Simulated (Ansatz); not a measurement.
In doubt: masses and optical values from hybrid runs of this build are listed as unsure, which bears on the screening that GW takes from such a start.

Rows from a G0W0 calculation on TiO2 (C2/c) (Ansatz 0.2.0; G0W0 on HSE06, plane waves, PAW; PAW set soft_1; 6×6×4 mesh, 258 empty bands, screening to 138 eV, PAW set soft_1 files), in eV. Spin-orbit coupling is left out.

```csv
row,k,band,start,Σx,Σc at the solution,Vxc
A,Γ,c1,9.398,-12.386,-6.123,-19.123
B,Γ,c2,10.225,-12.878,-6.782,-20.299
C,"(-0.500, -0.500, 0.000)",c2,10.746,-13.235,-6.869,-20.753
D,Γ,v1,5.395,-25.438,4.314,-21.407
E,"(-0.500, -0.500, 0.000)",v1,5.853,-25.841,4.242,-21.921
F,"(-0.500, -0.500, 0.000)",c1,10.716,-13.244,-6.927,-20.820
```

Work out each quasiparticle level and how far it moved.

The quasiparticle equation reads E = start + Σx + Σc(E) − Vxc.

```csv
row,E (eV),shift (eV)
A,10.013,+0.615
B,10.864,+0.639
C,11.395,+0.649
D,5.678,+0.283
E,6.174,+0.321
F,11.366,+0.649
```

The gap over the computed points goes from 3.54 eV to 3.84 eV.

Limits: not at the basis limit.

[Paths, hosts, dates, memory and timing lines, banners, echoed tables and standing remarks are left out of the program output.]

[Logs are printed without paths, hosts, clocks, repeated set-up lines and the standing remarks that a program may print on its own settings, such as how far it seeks lower states.]

[Runs of the session that timed out or met a known fault of the program may be left out.]

[Cells called generated may have been cut or substituted from an entry of the Crystallography Open Database or the Materials Project.]

[Hosts, paths, dates, database ids (printed as entryN), source tags and the programs' standing remarks are cut or masked in the printed files.]
